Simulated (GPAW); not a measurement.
# Ballistic transport through a Pb chain with two Sn atoms in line, cheap and dear, part 2 of 2

Aim: T(E), conductance and thermopower of a Pb chain with two Sn atoms in line, and what cheaper settings cost in accuracy.

GPAW 26.7.0; GPAW LCAO, PAW setups; Landauer transmission from Green's functions with principal layers (ASE), zero bias.

So far, transmission at the Fermi level (one spin): step 2 (double-zeta polarised basis, PBE, GPAW) 2.96; step 3 (basis szp(dzp), PBE, GPAW) 2.95; step 4 (basis sz(dzp), PBE, GPAW) 2.95; step 5 (LDA) 2.96.

## (8) Potential alignment off, mixing 0.15, mixing history 12 (continued)

The transmission of the three most open eigenchannels by energy, zero at the Fermi level:

```csv
energy (eV),channel 1,channel 2,channel 3
-2.00,0.891,0,0
-1.90,0.897,0,0
-1.80,0.901,0,0
-1.70,0.904,0,0
-1.55,0.909,0,0
-1.45,0.912,0,0
-1.35,0.915,0,0
-1.25,0.918,0,0
-1.15,0.921,0,0
-1.05,0.924,0,0
-0.90,0.930,0,0
-0.80,0.933,4.7e-11,4.7e-11
-0.70,0.937,8.7e-6,8.7e-6
-0.60,0.940,0.854,0.854
-0.50,0.951,0.951,0.944
-0.40,0.985,0.985,0.948
-0.25,0.996,0.996,0.953
-0.15,0.997,0.997,0.956
-0.05,0.998,0.998,0.959
0.00,0.998,0.998,0.961
0.05,0.998,0.998,0.962
0.15,0.998,0.998,0.965
0.25,0.997,0.997,0.968
0.40,0.995,0.995,0.971
0.50,0.994,0.994,0.973
0.60,0.993,0.993,0.976
0.70,0.993,0.993,0.978
0.80,0.994,0.994,0.980
0.90,0.994,0.994,0.981
1.05,0.995,0.995,0.983
1.15,0.996,0.996,0.985
1.25,0.998,0.998,0.986
1.35,0.998,0.998,0.988
1.45,0.999,0.999,0.989
1.55,0.998,0.998,0.990
1.70,0.995,0.995,0.992
1.80,0.993,0.991,0.991
1.90,0.994,0.986,0.986
2.00,0.995,0.980,0.980
```

The conductance equals that of the dzp run to 0.2 %.

## (9) A second varied run

A last run, with other settings again.

Contents of run.py:

```python
import json
import numpy as np
from ase import Atoms
from ase.transport.calculators import TransportCalculator
from gpaw import GPAW, FermiDirac
from gpaw.lcao.tools import get_lcao_hamiltonian
from scipy.linalg import eigh

# The junction with lead layers at both ends, along the third cell vector
device = Atoms(
    ['Pb', 'Pb', 'Pb', 'Pb', 'Pb', 'Sn', 'Sn', 'Pb', 'Pb', 'Pb', 'Pb', 'Pb'],
    positions=[
        [4.50000, 4.50000, 1.45000],
        [4.50000, 4.50000, 4.35000],
        [4.50000, 4.50000, 7.25000],
        [4.50000, 4.50000, 10.15000],
        [4.50000, 4.50000, 13.05000],
        [4.50000, 4.50000, 15.84170],
        [4.50000, 4.50000, 18.59170],
        [4.50000, 4.50000, 21.38340],
        [4.50000, 4.50000, 24.28340],
        [4.50000, 4.50000, 27.18340],
        [4.50000, 4.50000, 30.08340],
        [4.50000, 4.50000, 32.98340]],
    cell=[[9.0, 0.0, 0.0], [0.0, 9.0, 0.0], [0.0, 0.0, 34.4334]],
    pbc=True)

# One principal layer of the lead: the first 3 atoms of the device
lead = Atoms(
    ['Pb', 'Pb', 'Pb'],
    positions=[
        [4.50000, 4.50000, 1.45000],
        [4.50000, 4.50000, 4.35000],
        [4.50000, 4.50000, 7.25000]],
    cell=[[9.0, 0.0, 0.0], [0.0, 9.0, 0.0], [0.0, 0.0, 8.7]],
    pbc=True)

settings = dict(mode='lcao', basis='dzp', xc='PBE', h=0.4,
                occupations=FermiDirac(0.1), maxiter=75,
                mixer=dict(beta=0.1, nmaxold=8, weight=100.0),
                convergence=dict(density=0.0001))
energies = np.arange(-2, 2 + 1e-9, 0.05)
eta = 0.0001
n1, n2 = 1, 1
# k and -k transmit alike, so half of the mesh across the current serves
mesh = [(i, j) for i in range(n1) for j in range(n2) if (i, j) <= (-i % n1, -j % n2)]
weights = np.array([1 if (i, j) == (-i % n1, -j % n2) else 2 for i, j in mesh]) / (n1 * n2)

# [... helper functions left out ...]
fermi_lead = ground_state(lead, (1, 1, 13), 'lead.txt')
fermi_device = ground_state(device, (1, 1, 3), 'device.txt')
# [... loop over the mesh left out, but for ...]
        # Shift the lead onto the potential of the device's first layer
        shift = ((H[:, 0, 0] - H0[:, 0, 0]) / S0[0, 0]).real.mean()
# [...]
kT = 8.617333e-5 * 300
bias = [0.1, 0.2, 0.5, 1.0, 1.5, 2.0]
# [... integrals and printing left out ...]
```

On the command line:

```
OMP_NUM_THREADS=1 OPENBLAS_NUM_THREADS=1 python run.py
```

The log of the run:

```text
basis functions: device 276, principal layer 69
Fermi level: lead -2.5473 eV, device -2.6100 eV; lead shifted by -0.0215 eV
largest coupling past the next layer 2.76e-08 eV, largest misfit of the first layer 0.164 eV
  E-E_F (eV)   T (one spin)  [channel counts left out]
    -2.000    8.7396e-01
    -1.950    8.7519e-01
    -1.900    8.7649e-01
    -1.850    8.7794e-01
    -1.800    8.7958e-01
    -1.750    8.8143e-01
    -1.700    8.8349e-01
    -1.650    8.8576e-01
    -1.600    8.8823e-01
    -1.550    8.9087e-01
    -1.500    8.9367e-01
    -1.450    8.9660e-01
    -1.400    8.9963e-01
    -1.350    9.0274e-01
    -1.300    9.0588e-01
    -1.250    9.0905e-01
[...]
1.650    2.9880e+00
     1.700    2.9871e+00
     1.750    2.9853e+00
     1.800    2.9825e+00
     1.850    2.9786e+00
     1.900    2.9732e+00
     1.950    2.9662e+00
     2.000    2.9574e+00
conductance at 300 K: 2.9509 G0 a cell; thermopower -0.06448 uV/K
current from the zero-bias T(E) at 0.1 V: 22.863 uA
current from the zero-bias T(E) at 0.2 V: 45.719 uA
current from the zero-bias T(E) at 0.5 V: 114.21 uA
current from the zero-bias T(E) at 1.0 V: 227.89 uA
current from the zero-bias T(E) at 1.5 V: 326.54 uA
current from the zero-bias T(E) at 2.0 V: 402.38 uA
```

The job ended after 25 s (1 thread of Arm Neoverse V1, shared host; peak memory 0.38 GiB).

The run finished. A setting was moved off its sound value on purpose, so it serves as a test and not as the result.

The fault put into the input: a grid far too coarse (h = 0.4).

The two runs compared:

```csv
quantity,this run,sound run,difference
conductance (G₀),2.9509,2.9565,-0.00564
largest coupling past the next principal layer (eV),2.756e-8,2.756e-8,-2.2e-12
largest misfit of the first principal layer (eV),0.16425,0.016475,0.148
shift that aligns the lead (eV),-0.021476,-0.010696,-0.0108
transmission at the Fermi level (one spin),2.9513,2.9567,-0.00542
```

One result that differs is the largest misfit of the first principal layer, 0.164 eV against 0.0165 eV.

## (10) Outcome

```yaml
conductance: 2.96 G₀
transmission_at_the_fermi_level_mean_of_the_spins: 2.96
thermopower: about 0 (under 1.5 μV/K)
```

In words: In the dzp basis the junction conducts 2.96 G₀ at 300 K, with T = 2.96 a spin at the Fermi level; the sz basis reaches that conductance within 10 %. At the Fermi level the three most open eigenchannels pass 1.00, 1.00 and 0.96. Measured against the first run (dzp), the nearest curve is that of dzp-LDA (r.m.s. 0.025) and the farthest that of sz (0.075). Over the compared runs wall time goes from 28 s (sz) to 65 s (dzp), on a shared host. The geometry was built from estimated bond lengths and not relaxed, so the numbers describe this model structure. Spin-orbit coupling is left out, which matters for the heavy atoms here. An evenly spaced straight chain is an idealisation: free chains tend to dimerise, zigzag or, where a band edge lies near the Fermi level, turn magnetic. The currents use the zero-bias T(E) throughout, which holds only while the bias is small against the distance to the nearest feature. The energy step is wider than the thermal energy, so the conductance and thermopower rest on interpolation of T(E).

[Logs are printed without paths, hosts, clocks, repeated set-up lines and the standing remarks that a program may print on its own settings, such as how far it seeks lower states.]

[Hosts, paths, dates, database ids (printed as entryN), source tags and the programs' standing remarks are cut or masked in the printed files.]
